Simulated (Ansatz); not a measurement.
# Phonon transport in ZnO (zincite, P6_3mc), part 2 of 3

How well does the lattice of ZnO (zincite) conduct heat?

Experimental results on record:
- thermal conductivity 60 W/m/K near room temperature (given in “Combining the AFLOW GIBBS and Elastic Libraries to efficiently and robustly screen thermo-mechanical properties of solids”, 2017, arXiv:1611.05714)

Ansatz 0.2.0; DFT LDA, scalar-relativistic, plane waves, PAW; PAW set soft_1.

So far. Step 2 (Probe on a coarse mesh): The start is under -7.1 GPa at this level and looks like an insulator or semiconductor on this mesh. Step 4 (Tight relaxation): The residual pressure is -0.0052 GPa, small enough for phonons. The relaxed cell has a = 3.187, c = 5.152 Å (conventional setting).

### Step 6. Anharmonic force constants and conductivity

The supercell must be wider than twice the pair cutoff, and the number of displaced cells grows with the pairs inside it, which is where the cost lies.

input.yaml

```yaml
crystal:
  lattice:
    - [3.1874549898, 0.0, 0.0]
    - [-1.5937274949, 2.7604169946, 0.0]
    - [0.0, 0.0, 5.1524030769]
  atoms:
    - { symbol: Zn, position: [0.3333333333, 0.6666666667, 0.5002724439] }
    - { symbol: Zn, position: [0.6666666667, 0.3333333333, 0.0002724439] }
    - { symbol: O, position: [0.6666666667, 0.3333333333, 0.3787375561] }
    - { symbol: O, position: [0.3333333333, 0.6666666667, 0.8787375561] }
kpoints:
  mp_grid: { grid: [9, 9, 6] }
hamiltonian:
  xc: lda
  pseudopotentials: { kind: paw, azcp: { folder: soft_1 }, xc_functional: pbe }
scf:
  occupations: { method: fixed }
  lower_state_search: "off"
output:
  eigenvalues: true
phonons:
  method: fd
  dielectric: true
  supercell: [3, 3, 2]
  temperatures: { t_max: 1000, t_step: 50 }
  qpath:
    path:
      - [[0.0, 0.0, 0.0], [0.5, 0.0, 0.0], [0.33333333, 0.33333333, 0.0], [0.0, 0.0, 0.0], [0.0, 0.0, 0.5], [0.5, 0.0, 0.5], [0.33333333, 0.33333333, 0.5], [0.0, 0.0, 0.5]]
      - [[0.5, 0.0, 0.5], [0.5, 0.0, 0.0]]
      - [[0.33333333, 0.33333333, 0.0], [0.33333333, 0.33333333, 0.5]]
    npoints: 10
  third_order: { supercell: [3, 3, 2], pair_cutoff: 3.887 }
  lattice_thermal_conductivity:
    qmesh: [17, 17, 9]
    temperatures: [100.0, 150.0, 200.0, 300.0, 400.0, 500.0, 600.0, 800.0]
    isotope_mass_variance:
      - { species: O, variance: 3.359e-05 }
      - { species: Zn, variance: 0.0005982 }
```

On the command line:

```console
ansatz run input.yaml --threads 18 --pin off --max-ram 92160MiB --backend cuda --events-out ev --progress --plain --runs-dir out --max-vram 78GiB
```

Numbers of over 12 decimals in the logs are rounded to 6 here.

The log of the run:

```text
Warning: phonons: the dynamical matrix that this run interpolates holds no multipole term above the dipole-dipole one, and a site of this crystal is no centre of inversion, so its interpolated transverse optical and acoustic branches and sound speeds can stay off near Gamma, and the density of states and the thermodynamics with them. What a run solves at a wave vector of phonons.qpoints, Gamma apart, where the deck admits one, is free of this, and under fd what a larger phonons.supercell samples
Warning: phonons.dielectric: true without phonons.rigid_motions: the static dielectric tensor ε⁰ will be withheld (ε∞, Z* and the rows of modes are given); for a crystal or a slab, whose only rigid motions are the translations, set phonons.rigid_motions: translations
[...]
Crystal: 72 atoms, lattice volume = 816.021 Å³
Basis set: ecut = 420 eV, 15935 PW (Γ)
Bands: 396, of which v1, the nominal top of the filled ones, is band 324 counted from 1 (323 counted from 0)
Symmetry: 216 space group operations
k-points: 6 of 27 (time reversal used)
[...]
SCF iter   1: F=—  HF=-136871.196340 eV  |F-HF|=—  |Δ(HF+E_count)|=         —  Δρ=6.66e-8  dr2=3.50e-11  ethr=1.00e-12  ⟨swp⟩=3.0  Hψ=5862  notcnv=0
[...]
SCF iter   2: F=-136871.196340 eV  HF=-136871.196340 eV  |F-HF|=2.91e-11  |Δ(HF+E_count)|=  5.82e-11  Δρ=4.06e-8  dr2=1.52e-11  ethr=1.00e-12  ⟨swp⟩=2.0  Hψ=4344  notcnv=0
SCF 1 converged in 2 iterations: F = -136871.196340 eV  dr2 = 1.52e-11
[...]
Crystal: 4 atoms, lattice volume = 45.334 Å³
Basis set: ecut = 420 eV, 881 PW (Γ), exchange–correlation on 48×48×72 points (8 copies of the dense FFT grid, shifted against one another)
Bands: 22, of which v1, the nominal top of the filled ones, is band 18 counted from 1 (17 counted from 0)
Symmetry: 12 space group operations
k-points: 140 of 486 (irreducible under 2 space group operations, time reversal used)
[...]
SCF iter   1: F=—  HF=-7603.955226 eV  |F-HF|=—  |Δ(HF+E_count)|=         —  Δρ=1.38e-6  dr2=6.66e-10  ethr=1.63e-7  ⟨swp⟩=3.2  Hψ=23711  notcnv=0  defer=275
[...]
SCF 2 converged in 4 iterations: F = -7603.955354 eV  dr2 = 2.01e-11
[...]
5.064467     0.000000     0.000000
        0.000000     5.064467     0.000000
        0.000000     0.000000     5.118696
  ε⁰ (static dielectric tensor): not given — the deck does not say what the cell's rigid motions are, and on a molecule in a box or a wire the rigid rotations would enter the sum over the modes at Γ. For a crystal or a slab, whose only rigid motions are the translations, set phonons.rigid_motions: translations.
  Born effective charges Z* (e; rows j = field, columns β = displacement):
    site 0:
         2.07847    0.00000    0.00000
         0.00000    2.07847    0.00000
         0.00000    0.00000    2.13528
    site 1:
         2.07847    0.00000    0.00000
         0.00000    2.07847    0.00000
         0.00000    0.00000    2.13528
    site 2:
        -2.07847    0.00000   -0.00000
        -0.00000   -2.07847   -0.00000
        -0.00000   -0.00000   -2.13528
    site 3:
        -2.07847   -0.00000   -0.00000
        -0.00000   -2.07847   -0.00000
         0.00000   -0.00000   -2.13528
  Z* charge neutrality: 1.147e-3 e pre-enforcement
  solved inside a basis spanned on the 9×9×6 k-mesh, on 12×12×8 k-points transformed towards the longest dipole: ε∞ is read to err by 1.4e-2, Z* by 1.3e-2 e; Z* is corrected for what the basis lacks
  optical modes at Γ without the LO–TO term, one row a degenerate level:
      ω (cm⁻¹)  modes    IR ((D/Å)²/amu)
         90.02      2             0.0000
        260.90      1             0.0000
        389.93      1            16.3673
        408.50      2            31.0159
        441.23      2             0.0000
        552.94      1             0.0000
  optical modes at Γ + LO–TO along q̂ = [1.0000, 0.0000, 0.0000]:
      ω (cm⁻¹)  modes    IR ((D/Å)²/amu)
         90.02      2             0.0000
        260.90      1             0.0000
        389.93      1            16.3673
        408.50      1            15.5079
        441.23      2             0.0000
        552.94      1             0.0000
        557.61      1            15.5079
  optical modes at Γ + LO–TO along q̂ = [0.0000, 1.0000, 0.0000]:
      ω (cm⁻¹)  modes    IR ((D/Å)²/amu)
         90.02      2             0.0000
        260.90      1             0.0000
        389.93      1            16.3673
        408.50      1            15.5079
        441.23      2             0.0000
        552.94      1             0.0000
        557.61      1            15.5079
  optical modes at Γ + LO–TO along q̂ = [0.0000, 0.0000, 1.0000]:
      ω (cm⁻¹)  modes    IR ((D/Å)²/amu)
         90.02      2             0.0000
        260.90      1             0.0000
        408.50      2            31.0159
        441.23      2             0.0000
        549.99      1            16.3673
        552.94      1             0.0000
  density of states and harmonic sums: on the 24×24×12 q-mesh, interpolated from the force constants of a 3×3×2 supercell (with the dipole–dipole term)
  largest difference from the sums on the solved wave vectors: F 3.50e-2 eV, S 4.94e-5 and C_V 1.42e-5 eV/K
  zero-point energy: 0.240397 eV/cell   skipped modes (ω ≤ 0): 3   left out of the sums: 3.62e-5 of the cell's modes: C_V's classical limit lies that fraction below 3 k_B per atom; for a crystal, a wire or a layer, F and S can be off by more, and a phonons.interpolated_qmesh denser along its periods is the remedy for the sampling
--- Third-order force constants: 652 member SCFs in a 3×3×2 supercell (pair cutoff 3.887 Å, amplitude 0.03 Å, SCF threshold 1.00e-9 eV, Σ member SCF iterations 6364) ---
  symmetry images taken by strict's conditions (phonons.symmetry_images: auto; settled by the asymmetry read); asymmetry of the core-correction force 8.9e-7 eV/Å at the most on a site, 2.1e-5 eV/Å summed over every site of the supercell
  sum-rule residual: 4.325e-1 → 4.439e-14 eV/Å³; symmetrization residual: 8.282e-2 eV/Å³; largest sum-rule correction relative to its orbit: 2.708e-1, on the orbit of the block of home site 0 with site 3 of cell (-1, -1, 0) and site 3 of cell (-1, -1, 0), whose norm before the correction was 4.875e-1 eV/Å³
--- Lattice thermal conductivity: 17×17×9 mesh (165 irreducible points), tetrahedron method ---
  three-phonon and isotope scattering only; four-phonon, boundary and, in a metal, phonon-electron scattering are left out
  each conductivity is what the modes' populations carry and what the coherences between them add
  conductivity (a third of the tensor's trace), W/(m K), in the relaxation-time approximation and from the full solution:
       T (K)   relaxation time   full solution  iterations             ending  least Ritz value
      100.00          140.7450        149.4917           6          converged          7.805e-1
      150.00           94.9036        100.5625           6          converged          7.415e-1
      200.00           69.6306         73.6973           7          converged          7.033e-1
      300.00           45.0444         47.6568           7          converged          6.862e-1
      400.00           33.4468         35.3989           7          converged          6.798e-1
      500.00           26.7098         28.2806           7          converged          6.765e-1
      600.00           22.2897         23.6091           7          converged          6.744e-1
      800.00           16.8177         17.8222           7          converged          6.720e-1
```

Run time: 31 min. Hardware: 1 × NVIDIA GB200 with 18 threads of Arm Neoverse V2, shared host; peak memory 3.8 GiB.

This step gave:

```
lowest frequency on the path               : 0 cm⁻¹
zero-point energy                          : 0.2404 eV/cell
point group                                : 6mm
highest frequency                          : 561.8 cm⁻¹
Debye temperature from the second moment   : 685 K
κ at 300 K (relaxation time)               : 45.05 W/m/K
κ at 300 K (full solution)                 : 47.65 W/m/K
dipole term                                : run
mean free path at half of κ                : 80 nm
share of κ above the three lowest branches : 0.275
third-order blocks                         : 1444
periodic aliases dropped                   : 168
largest relative sum-rule correction       : 0.2708
displaced cells, third order               : 652
```

LO-TO term included. Phonon branches along the path, in cm⁻¹:

```
    point  branch 1  branch 2  branch 3  branch 4  branch 9  branch 10  branch 11  branch 12
        Γ         0         0         0        90       441        441        553        558
  halfway        62        75       108       161       466        499        535        560
        M        87       124       142       165       491        505        553        556
  halfway       116       129       153       167       497        506        543        550
        K       140       143       143       180       492        528        528        536
  halfway        84        86       129       164       475        506        530        557
        Γ         0         0         0        90       441        441        553        558
  halfway        39        39        85        85       436        436        552        555
        A        68        68        68        68       425        425        556        556
  halfway        94        94       115       115       460        460        550        550
        L       114       114       119       119       470        470        561        561
  halfway       103       103       145       145       493        493        553        553
        H        97        97       164       164       516        516        539        539
  halfway       110       110       113       113       466        466        549        549
        A        68        68        68        68       425        425        556        556
jump to L       114       114       119       119       470        470        561        561
  halfway        98       113       136       144       485        489        556        561
        M        87       124       142       165       491        505        553        556
jump to K       140       143       143       180       492        528        528        536
  halfway       120       120       148       175       499        530        535        535
        H        97        97       164       164       516        516        539        539
```

W/m/K. Kappa, by row:

```
T (K)  RTA xx  RTA yy  RTA zz  full xx  full yy  full zz  coherence part xx  coherence part yy  coherence part zz     ending  iterations  least Ritz value
  100   131.3   131.3   159.6    139.8    139.8    168.8           0.009334           0.009334           0.008754  converged           6              0.78
  150   90.02   90.02   104.7    95.68    95.68    110.3            0.02268            0.02268            0.02019  converged           6             0.741
  200    66.7    66.7    75.5    70.86    70.86    79.38            0.03822            0.03822             0.0349  converged           7             0.703
  300   43.51   43.51   48.12    46.25    46.25    50.46             0.0666             0.0666            0.06458  converged           7             0.686
  400   32.41   32.41   35.52    34.48    34.48    37.23            0.08967            0.08967            0.09044  converged           7              0.68
  500   25.92   25.92   28.29     27.6     27.6    29.65             0.1089             0.1089             0.1126  converged           7             0.676
  600   21.65   21.65   23.57    23.06    23.06     24.7             0.1255             0.1255             0.1319  converged           7             0.674
  800   16.35   16.35   17.76    17.43    17.43    18.61             0.1539             0.1539             0.1648  converged           7             0.672
```

The lattice thermal conductivity by temperature:

```
temperature (K)  RTA xx (W/m/K)  RTA zz (W/m/K)  full xx (W/m/K)  full zz (W/m/K)
            100             131             160              140              169
            150            90.0             105             95.7              110
            200            66.7            75.5             70.9             79.4
            300            43.5            48.1             46.2             50.5
            400            32.4            35.5             34.5             37.2
            500            25.9            28.3             27.6             29.6
            600            21.6            23.6             23.1             24.7
            800            16.4            17.8             17.4             18.6
```

The modes has structure finer than the step of the table below, so its rows give means over 20 cm⁻¹, whole bins alone (the curve runs from -10 to 589 cm⁻¹). Peaks (cm⁻¹: height): O 453.1: 0.0609, 551.0: 0.0883; Zn 103.0: 0.0504, 249.8: 0.0486, 453.1: 0.00911.

Phonopy on the run's constants, 21x21x11 mesh, Gaussian sigma 4.3 cm⁻¹. The modes by wavenumber; means over each step; values in 1/cm⁻¹/cell:

```
wavenumber (cm⁻¹)        O       Zn
                0   1.5e-5   6.3e-5
               20   2.2e-4   9.1e-4
               40   7.3e-4  0.00326
               60  0.00160  0.00777
               80  0.00357   0.0200
              100  0.00682   0.0450
              120  0.00550   0.0423
              140  0.00381   0.0347
              160  0.00234   0.0250
              180   8.8e-4  0.00785
              200   7.4e-4  0.00603
              220   9.8e-4   0.0117
              240  0.00122   0.0337
              260   4.8e-4   0.0317
              280   1.2e-5  0.00111
              300        0        0
              320        0        0
              340        0        0
              360        0        0
              380   6.7e-5   1.5e-5
              400  0.00231   5.2e-4
              420   0.0126  0.00256
              440   0.0367  0.00618
              460   0.0517  0.00732
              480   0.0382  0.00431
              500   0.0275  0.00235
              520  0.00990   5.3e-4
              540   0.0447  0.00191
              560   0.0473  0.00323
```

Distinct triplets, nearest first. Third order norms, by row:

```
   sites  side 1 (Å)  side 2 (Å)  side 3 (Å)  norm of the 27 components (eV/Å³)
Zn-Zn-Zn           0           0           0                              109.4
   O-O-O           0           0           0                              117.4
  Zn-O-O           0        1.94        1.94                              48.61
 Zn-O-Zn           0        1.94        1.94                              47.78
 Zn-Zn-O           0        1.95        1.95                              46.31
  Zn-O-O           0        1.95        1.95                              47.43
 Zn-Zn-O        1.94        1.95        3.17                              0.894
  Zn-O-O        1.94        1.95        3.17                               1.28
Zn-Zn-Zn           0        3.17        3.17                              1.903
Zn-Zn-Zn           0        3.17        3.17                              1.993
   O-O-O           0        3.17        3.17                              2.438
   O-O-O           0        3.17        3.17                              2.301
 Zn-Zn-O        1.94        1.94        3.19                               0.91
  Zn-O-O        1.94        1.94        3.19                              1.361
Zn-Zn-Zn        3.17        3.17        3.19                              0.104
   O-O-O        3.17        3.17        3.19                              0.111
   O-O-O        3.17        3.17        3.19                              0.385
Zn-Zn-Zn           0        3.19        3.19                              1.721
Zn-Zn-Zn        3.19        3.19        3.19                              0.107
Zn-Zn-Zn        3.19        3.19        3.19                              0.122
   O-O-O           0        3.19        3.19                              2.222
   O-O-O        3.19        3.19        3.19                              0.079
   O-O-O        3.19        3.19        3.19                              0.344
 Zn-Zn-O        1.94        3.17         3.2                              0.408
  Zn-O-O        1.94        3.17         3.2                              0.237
  Zn-O-O           0         3.2         3.2                              0.717
 Zn-O-Zn           0         3.2         3.2                              0.447
 Zn-Zn-O        1.94        3.19        3.73                              0.185
  Zn-O-O        1.94        3.19        3.73                              0.218
  Zn-O-O           0        3.73        3.73                              0.545
```

Born charge (rows field, columns displacement) (e), principal values of the symmetric part by kind of site:

```
atom  atoms with these values    low  middle   high   mean
 Zn1                        2   2.08    2.08   2.14   2.10
  O3                        2  -2.14   -2.08  -2.08  -2.10
```

In full for O3:

```
-2.08  0.00  0.00
 0.00 -2.08  0.00
 0.00  0.00 -2.14
```

RTA, 300 K. Kappa by branch, by row:

```
branch (by rank)  mean frequency (THz)  mean rms speed (km/s)  median lifetime (ps)  share of kappa
               1                  2.69                   1.63                  19.2           0.209
               2                  3.02                   1.91                  15.6           0.264
               3                  3.73                    1.7                  11.7           0.252
               4                  4.35                   1.91                  8.12           0.115
               5                  6.41                   2.54                  3.53           0.113
               6                  7.44                   1.16                  2.13           0.012
               7                 13.24                   1.18                  1.77           0.004
               8                 13.54                   1.33                   1.9           0.007
               9                 14.22                   1.35                  3.37            0.01
              10                 14.68                   1.69                  3.35           0.014
              11                 16.32                    0.8                  1.32           0.001
              12                 16.61                    0.5                  0.99               0
```

[end of part 2 of 3]

[Logs are printed without paths, hosts, clocks, repeated set-up lines and the standing remarks that a program may print on its own settings, such as how far it seeks lower states.]

[Hosts, paths, dates, database ids (printed as entryN), source tags and the programs' standing remarks are cut or masked in the printed files.]

[A step with changed settings may run another functional than the one named; its input shows which.]
